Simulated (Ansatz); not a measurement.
# Work function of Mg(0001): what the settings cost and change

How far do cutoff, k-mesh and smearing move the work function of Mg(0001)?

Program: Ansatz 0.2.0. Level of theory: plane-wave DFT, PBE, Ansatz PAW. Results are calculated unless marked as measured.

## Step 1: The structure

The cell holds 7 atoms: 7 Mg. Cell: a = 3.210 Å, b = 3.210 Å, c = 33.639 Å, α = 90.0°, β = 90.0°, γ = 60.0°. Vacuum lies along c.

## Step 2: Run, setting cutoff 200 eV

A work function rests on the faint tail of the density, so the SCF threshold is tight. The cutoff is raised first; then mesh and smearing are varied at the default cutoff.

input.yaml

```yaml
crystal:
  lattice:
    - [3.21, 0.0, 0.0]
    - [1.605, 2.7799415461, 0.0]
    - [0.0, 0.0, 33.63912]
  atoms:
    - { symbol: Mg, position: [0.0, 0.0, 0.2675456433] }
    - { symbol: Mg, position: [0.6666666667, 0.6666666667, 0.3450304289] }
    - { symbol: Mg, position: [0.0, 0.0, 0.4225152144] }
    - { symbol: Mg, position: [0.6666666667, 0.6666666667, 0.5] }
    - { symbol: Mg, position: [0.0, 0.0, 0.5774847856] }
    - { symbol: Mg, position: [0.6666666667, 0.6666666667, 0.6549695711] }
    - { symbol: Mg, position: [0.0, 0.0, 0.7324543567] }
kpoints:
  mp_grid: { grid: [15, 15, 1] }
hamiltonian:
  xc: pbe
scf:
  occupations: { method: fermi_dirac, width: 0.1 }
  convergence: { dr2_threshold: 1.0e-09 }
efield:
  axis: 3
  dipole_correction: true
  ramp_position: 0.97
  ramp_width: 0.06
basis:
  ecutwfc: "200 eV"
output:
  write_potential: true
  write_density: true
  volumetric_format: npy
  elf: true
```

Started as:

```sh
$ ansatz run input.yaml --threads 2 --pin off --max-ram 3072MiB --backend cpu --events-out ev --progress --plain --runs-dir out
```

Numbers of over 12 decimals in the logs are rounded to 6 here.

Output:

```text
Warning: basis.ecutwfc = 200 eV is below the records' recommended 420 eV, and the density's cutoff is lower with it unless basis.ecutrho_ratio is high enough to keep the records' density cutoff: compare with a run at a higher cutoff
Engine: ansatz 0.2.0, aarch64-unknown-linux-gnu
Pseudopotentials: kind: paw
Pseudopotential: Mg, paw, valence charge 10, recommended cutoff 420 eV (normal), Mg.paw.azcp
Functional definition: PBE
  parameter kappa = 0.804
  parameter beta = 0.066725
  exchange = pbe_x(kappa = kappa, mu = beta*pi^2/3)
  correlation = pbe_c(beta = beta)
Crystal: 7 atoms, lattice volume = 300.182 Å³
Basis set: ecut = 200 eV, 1949 PW (Γ)
Bands: 42, of which v1, the nominal top of the filled ones, is band 35 counted from 1 (34 counted from 0)
Symmetry: 6 space group operations
k-points: 27 of 225 (time reversal used)
Non-local potential: Mg, projectors of the file, l = 0: 3, l = 1: 2, l = 2: 1
PAW form: soft (Blöchl's): semilocal exchange-correlation on the pseudo side does not see the compensation charge
PAW one-centre angular grid: Mg, 110 points (default); XC on 64 Gauss nodes
Initial density: superposition of atomic densities (neutral atoms: chi_scale 0, normalization atom), corrected by the library's trained network
Initial wavefunctions: pseudopotential atomic-orbital guess
Functional: x = pbe(κ = 0.804, μ = 0.219515), c = pbe(β = 0.066725)
SCF iter   1: F=—  HF=-13453.917205 eV  |F-HF|=—  |Δ(HF+E_count)|=         —  Δρ=1.76e-2  dr2=2.54e-1  ethr=1.77e-3  p=-0.000 e·Å  D=-1.14e-14 V/Å  ΔV_dip=0.00 eV  dr2_dipole=1.31e-6  V_vac-E_F(+/−)=3.73/3.73 eV  ⟨swp⟩=12.0  Hψ=5503  notcnv=0
efield: sawtooth ramp at fractional position 0.9700 (set: `efield.ramp_position`, or a place that a band, a saddle search or an elastic batch's reference lends), width 0.0600; the density the first Hamiltonian is built on has a dipole p = -0.000 e·Å; the dipole correction subtracts the counter field D = -1.14e-14 V/Å, which shifts the + side's vacuum level by +0.00 eV against the − side's; the planar-averaged density in the ramp window peaks in size at 1.6e-4 e/Å³
preconditioner: auto → LDOS  [metal: Δε(μ)=0.051 eV  Ē_g=4.746 eV  σ=0.100 eV  W_gap=0.12  n_scr=22 (ndim 8)  ℏωp=8.0 eV  f_vac=0.416  D(μ)=2.99/eV (n_scr^D=14)  β→1.0]
SCF iter   2: F=—  HF=-13453.649147 eV  |F-HF|=—  |Δ(HF+E_count)|=   2.68e-1  Δρ=7.89e-3  dr2=7.16e-2  ethr=3.63e-4  p=-0.000 e·Å  D=-1.12e-6 V/Å  ΔV_dip=0.00 eV  dr2_dipole=1.27e-6  V_vac-E_F(+/−)=3.84/3.84 eV  ⟨swp⟩=2.0  Hψ=2483  notcnv=0  defer=2
SCF iter   3: F=—  HF=-13453.551846 eV  |F-HF|=—  |Δ(HF+E_count)|=   9.73e-2  Δρ=4.04e-4  dr2=1.59e-3  ethr=1.02e-4  p=-0.000 e·Å  D=-4.58e-6 V/Å  ΔV_dip=0.00 eV  dr2_dipole=1.51e-7  V_vac-E_F(+/−)=3.79/3.79 eV  ⟨swp⟩=2.0  Hψ=2256  notcnv=0  defer=2
SCF iter   4: F=—  HF=-13453.551881 eV  |F-HF|=—  |Δ(HF+E_count)|=   3.47e-5  Δρ=3.90e-5  dr2=1.50e-5  ethr=2.28e-6  p=-0.000 e·Å  D=-3.52e-6 V/Å  ΔV_dip=0.00 eV  dr2_dipole=3.19e-9  V_vac-E_F(+/−)=3.78/3.78 eV  ⟨swp⟩=1.1  Hψ=1141  notcnv=0  defer=2
SCF iter   5: F=—  HF=-13453.551882 eV  |F-HF|=—  |Δ(HF+E_count)|=   1.12e-6  Δρ=1.28e-5  dr2=7.76e-7  ethr=2.15e-8  p=-0.000 e·Å  D=-4.07e-7 V/Å  ΔV_dip=0.00 eV  dr2_dipole=2.09e-11  V_vac-E_F(+/−)=3.78/3.78 eV  ⟨swp⟩=2.1  Hψ=1356  notcnv=0  defer=2
SCF iter   6: F=—  HF=-13453.551887 eV  |F-HF|=—  |Δ(HF+E_count)|=   4.94e-6  Δρ=3.22e-6  dr2=5.12e-8  ethr=1.11e-9  p=-0.000 e·Å  D=-3.30e-7 V/Å  ΔV_dip=0.00 eV  dr2_dipole=4.03e-13  V_vac-E_F(+/−)=3.78/3.78 eV  ⟨swp⟩=2.0  Hψ=1376  notcnv=0  defer=2
SCF iter   7: F=—  HF=-13453.551887 eV  |F-HF|=—  |Δ(HF+E_count)|=   7.86e-8  Δρ=4.58e-7  dr2=1.36e-9  ethr=7.31e-11  p=-0.000 e·Å  D=-6.23e-8 V/Å  ΔV_dip=0.00 eV  dr2_dipole=1.22e-12  V_vac-E_F(+/−)=3.78/3.78 eV  ⟨swp⟩=2.0  Hψ=1922  notcnv=0  defer=2
SCF iter   8: F=-13453.551887 eV  HF=-13453.551887 eV  |F-HF|=8.73e-11  |Δ(HF+E_count)|=   2.46e-9  Δρ=1.14e-7  dr2=1.34e-10  ethr=1.43e-12  p=-0.000 e·Å  D=-9.98e-9 V/Å  ΔV_dip=0.00 eV  dr2_dipole=2.49e-14  V_vac-E_F(+/−)=3.78/3.78 eV  ⟨swp⟩=4.9  Hψ=2743  notcnv=0
WARN: efield: at this solve's end the planar-averaged density reaches 1.62e-4 e/Å³ inside the ramp window [0.9403, 0.0597] (bound 1e-5 e/Å³), and -1.36e-4 e/Å³ on another of its planes; by the running means of the window's planes the mean density over a ramp is at most 3.02e-5 e/Å³, which is held to the bound (the quickstart, § The vacuum guard, A window that rings); the window's nearer edge stands 6.99 Å from this s [...]
SCF 1 converged in 8 iterations: F = -13453.551887 eV  dr2 = 1.34e-10
  greatest PAW one-centre occupation: 1.016 electrons in one spin orbital (limit 2), on the Mg atom at site 6 (counted from 0), in its partial waves of l = 1
WARN: The output density's exchange-correlation potential varies sharply where the density is thin. Do not read a vacuum level from v_tot or v_xc, or from such a field of the output density. On a cell that repeats whose density bears no net charge and no dipole along the vacuum's axis use v_es (v_loc + v_h of the components); under efield.dipole_correction with no amplitude use v_es + v_field, which holds any externa [...]
SCF converged after 8 iterations
Free energy (F): -13453.551887 eV
Harris-Foulkes:  -13453.551887 eV  (|F-HF|=8.73e-11)
Internal energy: -13453.452473 eV  (E = F + TS)
E sigma→0 (E₀):  -13453.502180 eV
Entropy (-TS):   -0.099414 eV (-14.202 meV/atom)
Fermi energy:    1.329628 eV
Dipole field:    D = 0.000000 V/Å  (p = 0.000000 e·Å, saw-weighted, corrected)
Work function:   Φ+ = 3.7779 eV   Φ− = 3.7787 eV
Levels:          The Fermi level and band energies are counted from a zero that moves with the ramp; work functions are not
Vacuum region:   at the solve's end the planar-averaged density reaches 1.62e-4 e/Å³ inside the ramp window [0.9403, 0.0597] (bound 1e-5 e/Å³), and -1.36e-4 e/Å³ on another of its planes; by the running means of the window's planes the mean density over a ramp is at most 3.02e-5 e/Å³, which is held to the bound (the quickstart, § The vacuum guard, A window that rings)
--- Per-component energies (eV) ---
  E_band       = -2851.229221
  E_kinetic    = 570.821610
  E_local      = -70796.890809  (includes V_loc(G=0)·N_el)
  E_nonlocal   = 651.837683
  E_hartree    = 33620.740880
  E_xc         = -203.909115
  E_vxc        = -262.872173  (∫ρ·V_xc dr)
  E_paw        = -2069.064666  (= ΣΔE_a)
  E_vpaw       = -255.617140  (= ΣTr[D̂ρ^β])
  E_aug_tail   = 0.008881  (compensation charges beyond the density's cutoff)
  E_efield     = 0.000000  (sawtooth field / dipole correction)
  E_vefield    = 0.000000  (∫n·V_field dr)
  E_ewald      = 24773.003063
  E_smearing   = -0.099414  (= −TS)
  E_closure    = 0.000000  (closes the sum)
  Σ components = -13453.551887   (vs F -13453.551887, Δ=0.00e0)
--- Band table (eV; the first three rows and the last of 27) ---
  k-point 0: bands = [... 31 lower, -3.9874, -3.1419, -2.1244, -0.9273, 0.0923, 1.6021, 2.9497, 4.0576, ... 3 higher]
  k-point 1: bands = [... 31 lower, -3.9018, -3.0569, -2.0401, -0.8434, 0.1729, 1.6833, 3.0300, 4.1395, ... 3 higher]
  k-point 2: bands = [... 31 lower, -3.6456, -2.8025, -1.7877, -0.5919, 0.4150, 1.9257, 3.2691, 4.3831, ... 3 higher]
  k-point 26: bands = [... 31 lower, 1.0645, 1.0975, 1.1276, 1.3563, 1.5282, 1.6241, 1.7825, 2.1446, ... 3 higher]
```

Wall time 18 s (2 threads of Arm Neoverse N1, shared host); peak memory 0.36 GiB; 27 s of CPU time.

Reading the cycles: dr2 is the Hartree energy of the density residual (eV), the measure of convergence; HF is the Harris–Foulkes estimate of the energy, which meets the free energy F at convergence.

Numbers from this step:

```yaml
energy_at_zero_smearing: -13453.5022 eV
work_function_upper_face: 3.778 eV
```

Running mean over 2.60652 Å of the planar mean; the ramp of the sawtooth is left out. Table of electron's electrostatic potential energy less the Fermi level by z:

z (Å), electron's electrostatic potential energy less the Fermi level (eV) and a bar from the least value:
```
        4       3.76 ##############################
        5       3.73 ##############################
        6       3.59 #############################
        7       2.54 #########################
        8      -2.12 #######
        9      -4.03 
       10      -4.05 
       11      -4.05 
       12      -4.04 
       13      -4.05 
       14      -4.05 
       15      -4.06 
       16      -4.08 
       17      -4.08 
       18      -4.07 
       19      -4.06 
       20      -4.05 
       21      -4.04 
       22      -4.04 
       23      -4.05 
       24      -4.07 
       25      -3.79 #
       26      -0.13 ###############
       27       3.15 ############################
       28       3.68 ##############################
       29       3.75 ##############################
       30       3.76 ##############################
```

Electrostatic potential energy in the ca plane at fractional y = 0.000, with atoms of Mg within 0.2 Å of it. With pseudopotentials it is smooth inside the atoms' cores, unlike the true potential.

Values in eV, 5 rows by 16 columns, each cell a mean:
```
-32 -19   2   2   2 -22 -29   1   2   2 -12 -38  -1   4   5   5
 -2  -1   1  -2   2  -1  -2   2  -2   1   0  -3   3   5   5   5
  2   2   1  -5   1   2   2   2  -4   0   3   2   4   5   5   5
 -8  -4   2  -1   2  -5  -7   2   0   1  -2  -9   1   5   5   5
-42 -27   2   3   2 -30 -39   1   3   3 -18 -50  -2   4   5   5
```
Columns run along c (16.0 Å, from fractional 0.41 to 0.88 of the cell; values clipped at the 3rd and 97th percentile), rows up along a (3.2 Å). Atoms in or near the plane, at fractional coordinates: Mg at (0.42, 0.00), Mg at (0.58, 0.00), Mg at (0.73, 0.00).

ELF in the ca plane at fractional y = 0.000, with atoms of Mg within 0.2 Å of it. It is the smooth field of the valence electrons, not physical close to the nuclei.

Values, 5 rows by 16 columns, each cell a mean:
```
0.26 0.22 0.53 0.60 0.52 0.22 0.25 0.45 0.62 0.56 0.23 0.32 0.22 0.09 0.00 0.00
0.28 0.35 0.45 0.20 0.46 0.33 0.30 0.47 0.23 0.41 0.37 0.31 0.44 0.10 0.00 0.00
0.51 0.49 0.37 0.03 0.39 0.49 0.51 0.43 0.05 0.30 0.47 0.65 0.49 0.10 0.00 0.00
0.16 0.24 0.50 0.39 0.50 0.22 0.18 0.48 0.41 0.49 0.28 0.16 0.37 0.10 0.00 0.00
0.29 0.24 0.54 0.61 0.52 0.24 0.27 0.44 0.63 0.58 0.24 0.34 0.20 0.08 0.00 0.00
```
Columns run along c (16.0 Å, from fractional 0.41 to 0.88 of the cell), rows up along a (3.2 Å). Atoms in or near the plane, at fractional coordinates: Mg at (0.42, 0.00), Mg at (0.58, 0.00), Mg at (0.73, 0.00).

Valence density in the ca plane at fractional y = 0.000, with atoms of Mg within 0.2 Å of it. It is the smooth field of the valence electrons, not physical close to the nuclei.

Ten steps, logarithmic in the rise over the least value, from '0' (0 e/Å³) to '9' (24 e/Å³), each cell a mean:
```
27861000000000168730000000000488500000000000
12320000000000023210000000000133100000000000
00000000000000000000000000000000000000000000
00000000000000000000000000000000000000000000
00000000000000000000000000000000000000000000
01110000000000011100000000000011000000000000
15641000000000146520000000000266300000000000
38972000000000179940000000001599610000000000
```
Columns run along c (16.0 Å, from fractional 0.41 to 0.88 of the cell), rows up along a (3.2 Å). Atoms in or near the plane, at fractional coordinates: Mg at (0.42, 0.00), Mg at (0.58, 0.00), Mg at (0.73, 0.00).

The work function is 3.778 eV.

## Step 3: Run

input.yaml: that of step 2 with these lines changed.

```diff
@@ -26,3 +26,3 @@
 basis:
-  ecutwfc: "200 eV"
+  ecutwfc: "300 eV"
 output:
@@ -31,2 +31 @@
   volumetric_format: npy
-  elf: true
```

Output:

```text
[...]
Crystal: 7 atoms, lattice volume = 300.182 Å³
Basis set: ecut = 300 eV, 3569 PW (Γ)
Bands: 42, of which v1, the nominal top of the filled ones, is band 35 counted from 1 (34 counted from 0)
Symmetry: 6 space group operations
k-points: 27 of 225 (time reversal used)
[...]
k-point 1: bands = [... 31 lower, -3.8756, -3.0296, -2.0127, -0.8190, 0.2090, 1.7074, 3.0489, 4.1718, ... 3 higher]
  k-point 2: bands = [... 31 lower, -3.6187, -2.7746, -1.7598, -0.5670, 0.4500, 1.9498, 3.2886, 4.4147, ... 3 higher]
  k-point 26: bands = [... 31 lower, 1.0962, 1.1318, 1.1587, 1.3920, 1.5613, 1.6543, 1.8174, 2.1755, ... 3 higher]
[key lines of the parts left out:]
SCF converged after 8 iterations
Free energy (F): -13465.926437 eV
Fermi energy:    1.360216 eV
Dipole field:    D = -0.000001 V/Å  (p = -0.000001 e·Å, saw-weighted, corrected)
Work function:   Φ+ = 3.6913 eV   Φ− = 3.6913 eV
```

Wall time 25 s (2 threads); peak memory 0.47 GiB; 38 s of CPU time.

The work function is 3.691 eV, -0.087 eV from the run “cutoff 200 eV”, at 1.4 times its CPU time.

## Step 4: Slab

input.yaml: that of step 3 with these lines changed.

```diff
@@ -26,3 +26,3 @@
 basis:
-  ecutwfc: "300 eV"
+  ecutwfc: "420 eV"
 output:
```

Output:

```text
[...]
Crystal: 7 atoms, lattice volume = 300.182 Å³
Basis set: ecut = 420 eV, 5969 PW (Γ)
Bands: 42, of which v1, the nominal top of the filled ones, is band 35 counted from 1 (34 counted from 0)
Symmetry: 6 space group operations
k-points: 27 of 225 (time reversal used)
[...]
k-point 1: bands = [... 31 lower, -3.8754, -3.0295, -2.0126, -0.8192, 0.2105, 1.7074, 3.0482, 4.1711, ... 3 higher]
  k-point 2: bands = [... 31 lower, -3.6186, -2.7745, -1.7597, -0.5672, 0.4514, 1.9498, 3.2879, 4.4140, ... 3 higher]
  k-point 26: bands = [... 31 lower, 1.0965, 1.1332, 1.1589, 1.3928, 1.5625, 1.6545, 1.8183, 2.1765, ... 3 higher]
[key lines of the parts left out:]
SCF converged after 7 iterations
Free energy (F): -13466.057890 eV
Fermi energy:    1.360631 eV
Dipole field:    D = -0.000001 V/Å  (p = -0.000001 e·Å, saw-weighted, corrected)
Work function:   Φ+ = 3.6893 eV   Φ− = 3.6893 eV
```

Elapsed: 39 s, on 2 threads; peak memory 0.64 GiB; 63 s of CPU time.

The work function is 3.689 eV, -0.089 eV from the run “cutoff 200 eV”, at 2.4 times its CPU time.

## Step 5: Slab

input.yaml: that of step 4 with these lines changed.

```diff
@@ -26,3 +26,3 @@
 basis:
-  ecutwfc: "420 eV"
+  ecutwfc: "600 eV"
 output:
```

Output:

```text
[...]
Crystal: 7 atoms, lattice volume = 300.182 Å³
Basis set: ecut = 600 eV, 9999 PW (Γ)
Bands: 42, of which v1, the nominal top of the filled ones, is band 35 counted from 1 (34 counted from 0)
Symmetry: 6 space group operations
k-points: 27 of 225 (time reversal used)
[...]
k-point 1: bands = [... 31 lower, -3.8755, -3.0296, -2.0127, -0.8192, 0.2104, 1.7073, 3.0482, 4.1716, ... 3 higher]
  k-point 2: bands = [... 31 lower, -3.6186, -2.7746, -1.7598, -0.5672, 0.4513, 1.9497, 3.2879, 4.4144, ... 3 higher]
  k-point 26: bands = [... 31 lower, 1.0964, 1.1331, 1.1589, 1.3927, 1.5624, 1.6544, 1.8182, 2.1764, ... 3 higher]
[key lines of the parts left out:]
SCF converged after 7 iterations
Free energy (F): -13466.059253 eV
Fermi energy:    1.360551 eV
Dipole field:    D = -0.000001 V/Å  (p = -0.000001 e·Å, saw-weighted, corrected)
Work function:   Φ+ = 3.6893 eV   Φ− = 3.6893 eV
```

The job ended after 67 s (2 threads; peak memory 0.94 GiB).

The work function is 3.689 eV, -0.000 eV from the run “cutoff 420 eV”, at 1.8 times its CPU time.

## Step 6: Slab

input.yaml: that of step 5 with these lines changed.

```diff
@@ -14,3 +14,3 @@
 kpoints:
-  mp_grid: { grid: [15, 15, 1] }
+  mp_grid: { grid: [3, 3, 1] }
 hamiltonian:
@@ -25,4 +25,2 @@
   ramp_width: 0.06
-basis:
-  ecutwfc: "600 eV"
 output:
```

Output:

```text
[...]
Crystal: 7 atoms, lattice volume = 300.182 Å³
Basis set: ecut = 420 eV, 5969 PW (Γ)
Bands: 42, of which v1, the nominal top of the filled ones, is band 35 counted from 1 (34 counted from 0)
Symmetry: 6 space group operations
k-points: 3 of 9 (time reversal used)
[...]
Work function:   Φ+ = 3.7142 eV   Φ− = 3.7142 eV
[...]
--- Band table (eV) ---
  k-point 0: bands = [... 31 lower, -4.0388, -3.1473, -2.1094, -0.9197, 0.1035, 1.6135, 2.9594, 4.0955, ... 3 higher]
  k-point 1: bands = [... 31 lower, -1.9206, -1.0474, -0.0346, 1.1119, 2.1049, 2.8886, 3.2186, 3.6106, ... 3 higher]
  k-point 2: bands = [... 31 lower, 1.1224, 1.1238, 1.1310, 1.3976, 1.4923, 1.4992, 1.7001, 2.0975, ... 3 higher]
[key lines of the parts left out:]
SCF converged after 10 iterations
Free energy (F): -13465.042018 eV
Fermi energy:    1.371893 eV
Dipole field:    D = -0.000000 V/Å  (p = -0.000000 e·Å, saw-weighted, corrected)
```

Run time: 7 s. Hardware: 2 threads; peak memory 0.42 GiB.

The work function is 3.714 eV, +0.025 eV from the run “cutoff 420 eV”, at 0.13 times its CPU time.

## Step 7: Slab

input.yaml: that of step 6 with these lines changed.

```diff
@@ -14,3 +14,3 @@
 kpoints:
-  mp_grid: { grid: [3, 3, 1] }
+  mp_grid: { grid: [5, 5, 1] }
 hamiltonian:
```

Output:

```text
[...]
Crystal: 7 atoms, lattice volume = 300.182 Å³
Basis set: ecut = 420 eV, 5969 PW (Γ)
Bands: 42, of which v1, the nominal top of the filled ones, is band 35 counted from 1 (34 counted from 0)
Symmetry: 6 space group operations
k-points: 5 of 25 (time reversal used)
[...]
k-point 0: bands = [... 31 lower, -3.9467, -3.1096, -2.0776, -0.8940, 0.1413, 1.6352, 2.9722, 4.0836, ... 3 higher]
  k-point 1: bands = [... 31 lower, -3.1776, -2.3463, -1.3207, -0.1408, 0.8641, 2.3567, 3.6811, 4.8006, ... 3 higher]
  k-point 2: bands = [... 31 lower, -0.9167, -0.1156, 0.8208, 1.2568, 1.8208, 2.1787, 2.3301, 2.8135, ... 3 higher]
  k-point 4: bands = [... 31 lower, 0.2085, 0.5685, 0.7210, 1.0235, 1.6285, 2.1296, 2.2175, 2.9993, ... 3 higher]
[key lines of the parts left out:]
SCF converged after 8 iterations
Free energy (F): -13466.071760 eV
Fermi energy:    1.265531 eV
Dipole field:    D = -0.000000 V/Å  (p = -0.000000 e·Å, saw-weighted, corrected)
Work function:   Φ+ = 3.7638 eV   Φ− = 3.7638 eV
```

Run time: 11 s. Hardware: 2 threads; peak memory 0.44 GiB.

The work function is 3.764 eV, +0.075 eV from the run “cutoff 420 eV”, at 0.20 times its CPU time.

## Step 8: Run

input.yaml: that of step 7 with these lines changed.

```diff
@@ -14,3 +14,3 @@
 kpoints:
-  mp_grid: { grid: [5, 5, 1] }
+  mp_grid: { grid: [10, 10, 1] }
 hamiltonian:
```

Output:

```text
[...]
Crystal: 7 atoms, lattice volume = 300.182 Å³
Basis set: ecut = 420 eV, 5969 PW (Γ)
Bands: 42, of which v1, the nominal top of the filled ones, is band 35 counted from 1 (34 counted from 0)
Symmetry: 6 space group operations
k-points: 14 of 100 (time reversal used)
[...]
k-point 1: bands = [... 31 lower, -3.7848, -2.9430, -1.9242, -0.7267, 0.2981, 1.7950, 3.1403, 4.2763, ... 3 higher]
  k-point 2: bands = [... 31 lower, -3.2087, -2.3713, -1.3574, -0.1629, 0.8403, 2.3336, 3.6669, 4.8070, ... 3 higher]
  k-point 13: bands = [... 31 lower, 1.0142, 1.4441, 1.4979, 1.6630, 1.6779, 1.7770, 2.1945, 2.6167, ... 3 higher]
[key lines of the parts left out:]
SCF converged after 8 iterations
Free energy (F): -13466.042083 eV
Fermi energy:    1.401340 eV
Dipole field:    D = 0.000000 V/Å  (p = 0.000000 e·Å, saw-weighted, corrected)
Work function:   Φ+ = 3.6738 eV   Φ− = 3.6738 eV
```

The job ended after 23 s (2 threads; peak memory 0.51 GiB).

The work function is 3.674 eV, -0.016 eV from the run “cutoff 420 eV”, at 0.53 times its CPU time.

[end of part 1 of 2]

[Logs are printed without paths, hosts, clocks, repeated set-up lines and the standing remarks that a program may print on its own settings, such as how far it seeks lower states.]

[Hosts, paths, dates, database ids (printed as entryN), source tags and the programs' standing remarks are cut or masked in the printed files.]

[Maps of the electrostatic potential energy from Ansatz leave out the sawtooth potential of an applied field or a dipole correction, so their vacuum need not be flat; planar profiles and work functions include it.]
